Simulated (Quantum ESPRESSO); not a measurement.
**AlN: optical spectrum from first principles**

Aim: the dielectric function of AlN, and the optical constants that follow from it.

Program: Quantum ESPRESSO 7.5. Level of theory: DFT, PBE, plane waves with norm-conserving potentials (PseudoDojo), scalar-relativistic, independent-particle optical response without local fields and without the non-local commutator. Results are calculated unless marked as measured.

**1. The starting structure**

It takes space group F-43m (No. 216, cubic). The conventional cell has a = 4.368 Å, b = 4.368 Å, c = 4.368 Å, α = 90.00°, β = 90.00°, γ = 90.00°. Nearest to Al lie 4 N at 1.89 Å. N has 4 Al at 1.89 Å nearest. Farther neighbours and most contacts between anions are not listed.

**2. Ground state**

First the ground state: is it a metal or has it a gap?

This step: DFT, PBE, plane waves with norm-conserving potentials (PseudoDojo), scalar-relativistic, ground state (Quantum ESPRESSO 7.5).

scf.in

```
&control
  calculation = 'scf'
  prefix = 'x'
  outdir = './tmp'
  pseudo_dir = './'
  verbosity = 'high'
/
&system
  ibrav = 0
  nat = 2
  ntyp = 2
  ecutwfc = 90
  occupations = 'smearing'
  smearing = 'fd'
  degauss = 0.003675
  nbnd = 8
/
&electrons
  conv_thr = 1e-09
  electron_maxstep = 100
/
ATOMIC_SPECIES
  Al 1.0 Al.upf
  N 1.0 N.upf
CELL_PARAMETERS angstrom
  0.000000000000 2.183993559600 2.183993559600
  2.183993559600 0.000000000000 2.183993559600
  2.183993559600 2.183993559600 0.000000000000
ATOMIC_POSITIONS crystal
  Al 0.000000000000 0.000000000000 0.000000000000
  N 0.250000000000 0.250000000000 0.250000000000
K_POINTS automatic
  9 9 9 0 0 0
```

Run with:

```bash
> mpirun -n 4 pw.x -nk 4 -in scf.in
```

Log:

```text
for quantum simulation of materials; please cite

     using ibrav=0 with symmetry is DISCOURAGED, use correct ibrav instead

     G-vector sticks info
     --------------------
     sticks:   dense  smooth     PW     G-vecs:    dense   smooth      PW
     Sum         847     847    253                16361    16361    2733

     Using Slab Decomposition

     bravais-lattice index     =            0
     lattice parameter (alat)  =       5.8367  a.u.
     unit-cell volume          =     140.5985 (a.u.)^3
     number of atoms/cell      =            2
     number of atomic types    =            2
     number of electrons       =         8.00
     number of Kohn-Sham states=            8
     kinetic-energy cutoff     =      90.0000  Ry
     charge density cutoff     =     360.0000  Ry
     scf convergence threshold =      1.0E-09
     mixing beta               =       0.7000
     number of iterations used =            8  plain     mixing
     Exchange-correlation= PBE
                           (   1   4   3   4   0   0   0)

     celldm(1)=   5.836671  celldm(2)=   0.000000  celldm(3)=   0.000000
     celldm(4)=   0.000000  celldm(5)=   0.000000  celldm(6)=   0.000000

     crystal axes: (cart. coord. in units of alat)
               a(1) = (   0.000000   0.707107   0.707107 )
               a(2) = (   0.707107   0.000000   0.707107 )
               a(3) = (   0.707107   0.707107   0.000000 )

     reciprocal axes: (cart. coord. in units 2 pi/alat)
               b(1) = ( -0.707107  0.707107  0.707107 )
               b(2) = (  0.707107 -0.707107  0.707107 )
               b(3) = (  0.707107  0.707107 -0.707107 )

     ./Al.upf
     Pseudo is Norm-conserving + core correction, Zval =  3.0
     Generated using ONCVPSP code by D. R. Hamann
     Using radial grid of 1876 points,  6 beta functions with:
                l(1) =   0
                l(2) =   0
                l(3) =   1
                l(4) =   1
                l(5) =   2
                l(6) =   2

     ./N.upf
     Pseudo is Norm-conserving + core correction, Zval =  5.0
     Generated using ONCVPSP code by D. R. Hamann
     Using radial grid of 1058 points,  4 beta functions with:
                l(1) =   0
                l(2) =   0
                l(3) =   1
                l(4) =   1

     atomic species   valence    mass     pseudopotential
     Al                3.00     1.00000     Al( 1.00)
     N                 5.00     1.00000     N ( 1.00)

     24 Sym. Ops. (no inversion) found

                                    s                        frac. trans.

     [... symmetry matrices left out ...]
   Cartesian axes

     site n.     atom                  positions (alat units)
         1        Al     tau(   1) = (   0.0000000   0.0000000   0.0000000  )
         2        N      tau(   2) = (   0.3535534   0.3535534   0.3535534  )

   Crystallographic axes

     site n.     atom                  positions (cryst. coord.)
         1        Al     tau(   1) = (  0.0000000  0.0000000  0.0000000  )
         2        N      tau(   2) = (  0.2500000  0.2500000  0.2500000  )

     number of k points=    35  Fermi-Dirac smearing, width (Ry)=  0.0037
                       cart. coord. in units 2pi/alat
        k(    1) = (   0.0000000   0.0000000   0.0000000), wk =   0.0027435
        k(    2) = (   0.0785674   0.0785674  -0.0785674), wk =   0.0219479
        k(    3) = (   0.1571348   0.1571348  -0.1571348), wk =   0.0219479
        k(    4) = (   0.2357023   0.2357023  -0.2357023), wk =   0.0219479
        k(    5) = (   0.3142697   0.3142697  -0.3142697), wk =   0.0219479
        k(    6) = (   0.1571348   0.0000000  -0.0000000), wk =   0.0164609
        k(    7) = (   0.2357023   0.0785674  -0.0785674), wk =   0.0658436
        k(    8) = (   0.3142697   0.1571348  -0.1571348), wk =   0.0658436
        k(    9) = (   0.3928371   0.2357023  -0.2357023), wk =   0.0658436
        k(   10) = (  -0.2357023  -0.3928371   0.3928371), wk =   0.0658436
        k(   11) = (  -0.1571348  -0.3142697   0.3142697), wk =   0.0658436
        k(   12) = (  -0.0785674  -0.2357023   0.2357023), wk =   0.0658436
        k(   13) = (  -0.0000000  -0.1571348   0.1571348), wk =   0.0329218
        k(   14) = (   0.3142697   0.0000000  -0.0000000), wk =   0.0164609
        k(   15) = (   0.3928371   0.0785674  -0.0785674), wk =   0.0658436
        k(   16) = (   0.4714045   0.1571348  -0.1571348), wk =   0.0658436
[...]
cryst. coord.
[...]
k(   28) = (   0.1111111   0.2222222  -0.4444444), wk =   0.1316872
        k(   29) = (   0.1111111   0.3333333   0.4444444), wk =   0.0658436
        k(   30) = (   0.1111111   0.3333333  -0.4444444), wk =   0.1316872
        k(   31) = (   0.1111111   0.3333333  -0.3333333), wk =   0.1316872
        k(   32) = (   0.1111111   0.3333333  -0.2222222), wk =   0.0658436
        k(   33) = (   0.1111111   0.4444444  -0.4444444), wk =   0.0658436
        k(   34) = (   0.1111111   0.4444444  -0.3333333), wk =   0.0658436
        k(   35) = (   0.2222222   0.4444444  -0.3333333), wk =   0.0658436

     Dense  grid:    16361 G-vectors     FFT dimensions: (  36,  36,  36)

     Initial potential from superposition of free atoms

     starting charge       7.9975, renormalised to       8.0000
     Starting wfcs are    8 randomized atomic wfcs

     Self-consistent Calculation

     iteration #  1     ecut=    90.00 Ry     beta= 0.70
     Davidson diagonalization with overlap

            43 MiB given to the printing process from OS
            15 MiB allocation reported by mallinfo(arena+hblkhd)
------------------
     ethr =  1.00E-02,  avg # of iterations =  4.5

     total energy              =     -25.33486587 Ry
     estimated scf accuracy    <       0.60095108 Ry

     iteration #  2     ecut=    90.00 Ry     beta= 0.70
     Davidson diagonalization with overlap

            51 MiB given to the printing process from OS
            20 MiB allocation reported by mallinfo(arena+hblkhd)
------------------
     ethr =  7.51E-03,  avg # of iterations =  2.0

     total energy              =     -25.50967009 Ry
     estimated scf accuracy    <       0.41930434 Ry

     iteration #  3     ecut=    90.00 Ry     beta= 0.70
     Davidson diagonalization with overlap

            52 MiB given to the printing process from OS
            20 MiB allocation reported by mallinfo(arena+hblkhd)
------------------
     ethr =  5.24E-03,  avg # of iterations =  1.5

     total energy              =     -25.58279729 Ry
     estimated scf accuracy    <       0.00325508 Ry

     iteration #  4     ecut=    90.00 Ry     beta= 0.70
     Davidson diagonalization with overlap

            52 MiB given to the printing process from OS
            21 MiB allocation reported by mallinfo(arena+hblkhd)
------------------
     ethr =  4.07E-05,  avg # of iterations =  3.9

     total energy              =     -25.58511360 Ry
     estimated scf accuracy    <       0.00326965 Ry

     iteration #  5     ecut=    90.00 Ry     beta= 0.70
     Davidson diagonalization with overlap

            54 MiB given to the printing process from OS
            21 MiB allocation reported by mallinfo(arena+hblkhd)
------------------
     ethr =  4.07E-05,  avg # of iterations =  1.0

     total energy              =     -25.58513280 Ry
     estimated scf accuracy    <       0.00037172 Ry

     iteration #  6     ecut=    90.00 Ry     beta= 0.70
     Davidson diagonalization with overlap

            54 MiB given to the printing process from OS
            22 MiB allocation reported by mallinfo(arena+hblkhd)
------------------
     ethr =  4.65E-06,  avg # of iterations =  2.3

     total energy              =     -25.58525519 Ry
     estimated scf accuracy    <       0.00003836 Ry

     iteration #  7     ecut=    90.00 Ry     beta= 0.70
     Davidson diagonalization with overlap

            55 MiB given to the printing process from OS
            22 MiB allocation reported by mallinfo(arena+hblkhd)
------------------
     ethr =  4.80E-07,  avg # of iterations =  1.1

     total energy              =     -25.58525012 Ry
     estimated scf accuracy    <       0.00001627 Ry

     iteration #  8     ecut=    90.00 Ry     beta= 0.70
     Davidson diagonalization with overlap

            55 MiB given to the printing process from OS
            23 MiB allocation reported by mallinfo(arena+hblkhd)
------------------
     ethr =  2.03E-07,  avg # of iterations =  1.3

     total energy              =     -25.58525202 Ry
     estimated scf accuracy    <       0.00000050 Ry

     iteration #  9     ecut=    90.00 Ry     beta= 0.70
     Davidson diagonalization with overlap

            56 MiB given to the printing process from OS
            23 MiB allocation reported by mallinfo(arena+hblkhd)
------------------
     ethr =  6.26E-09,  avg # of iterations =  2.6

     total energy              =     -25.58525224 Ry
     estimated scf accuracy    <          3.9E-09 Ry

     iteration # 10     ecut=    90.00 Ry     beta= 0.70
     Davidson diagonalization with overlap

            56 MiB given to the printing process from OS
            24 MiB allocation reported by mallinfo(arena+hblkhd)
------------------
     ethr =  4.93E-11,  avg # of iterations =  3.8

     total energy              =     -25.58525224 Ry
     estimated scf accuracy    <       0.00000001 Ry

     iteration # 11     ecut=    90.00 Ry     beta= 0.70
     Davidson diagonalization with overlap

            56 MiB given to the printing process from OS
            24 MiB allocation reported by mallinfo(arena+hblkhd)
------------------
     ethr =  4.93E-11,  avg # of iterations =  2.0

     total energy              =     -25.58525224 Ry
     estimated scf accuracy    <          2.6E-09 Ry

     iteration # 12     ecut=    90.00 Ry     beta= 0.70
     Davidson diagonalization with overlap

            56 MiB given to the printing process from OS
            24 MiB allocation reported by mallinfo(arena+hblkhd)
------------------
     ethr =  3.26E-11,  avg # of iterations =  1.5

     End of self-consistent calculation

          k = 0.0000 0.0000 0.0000 (  2085 PWs)   bands (ev):

    -8.0102   6.9569   6.9569   6.9569  11.1490  19.5457  19.5457  19.5457

     occupation numbers
     1.0000   1.0000   1.0000   1.0000   0.0000   0.0000   0.0000   0.0000

          k = 0.0786 0.0786-0.0786 (  2028 PWs)   bands (ev):

    -7.8300   5.9877   6.8938   6.8938  11.9306  19.0723  19.6955  19.6955

     occupation numbers
     1.0000   1.0000   1.0000   1.0000   0.0000   0.0000   0.0000   0.0000

          k = 0.1571 0.1571-0.1571 (  2018 PWs)   bands (ev):

    -7.3245   4.1657   6.7431   6.7431  13.1555  18.1560  19.4865  19.4865

     occupation numbers
     1.0000   1.0000   1.0000   1.0000   0.0000   0.0000   0.0000   0.0000

          k = 0.2357 0.2357-0.2357 (  2030 PWs)   bands (ev):

    -6.6259   2.4093   6.5854   6.5854  13.9677  17.3517  18.7125  18.7125

     occupation numbers
     1.0000   1.0000   1.0000   1.0000   0.0000   0.0000   0.0000   0.0000

          k = 0.3143 0.3143-0.3143 (  2033 PWs)   bands (ev):

    -6.0504   1.2646   6.4894   6.4894  14.3095  16.8687  18.1964  18.1964

     occupation numbers
     1.0000   1.0000   1.0000   1.0000   0.0000   0.0000   0.0000   0.0000

          k = 0.1571 0.0000-0.0000 (  2029 PWs)   bands (ev):

    -7.7702   6.0170   6.7062   6.7062  12.1557  18.8021  19.8825  19.8825

     occupation numbers
     1.0000   1.0000   1.0000   1.0000   0.0000   0.0000   0.0000   0.0000

     [... further k points left out ...]

     the Fermi energy is     9.2339 ev

!    total energy              =     -25.58525224 Ry
     estimated scf accuracy    <          3.4E-12 Ry
     smearing contrib. (-TS)   =      -0.00000000 Ry
     internal energy E=F+TS    =     -25.58525224 Ry

     The total energy is F=E-TS. E is the sum of the following terms:
     one-electron contribution =      -0.92945649 Ry
     hartree contribution      =       5.64208745 Ry
     xc contribution           =      -8.49792399 Ry
     ewald contribution        =     -21.79995921 Ry

     convergence has been achieved in  12 iterations

     XML data file, charge density, pseudopotentials, collected wavefunctions

                                        0.00s GPU  (     365 calls)

=------------------------------------------------------------------------------=
   JOB DONE.
=------------------------------------------------------------------------------=
```

Wall time 3.1 s (4 MPI ranks of Arm Neoverse V2, shared host); peak memory 0.06 GiB.

This step gave:

```
total energy           : -25.59 Ry
gap on the k-mesh      : 3.508 eV
direct gap on the mesh : 4.192 eV
```

There is a gap, 3.51 eV on this mesh (points off the mesh can give less), so no carriers' term is needed.

[end of part 1 of 3]

[Machine, clock, banner and «Message from routine» lines are left out of the logs.]

[Logs are printed without paths, hosts, clocks, repeated set-up lines and the standing remarks that a program may print on its own settings, such as how far it seeks lower states.]

[Hosts, paths, dates, database ids (printed as entryN), source tags and the programs' standing remarks are cut or masked in the printed files.]
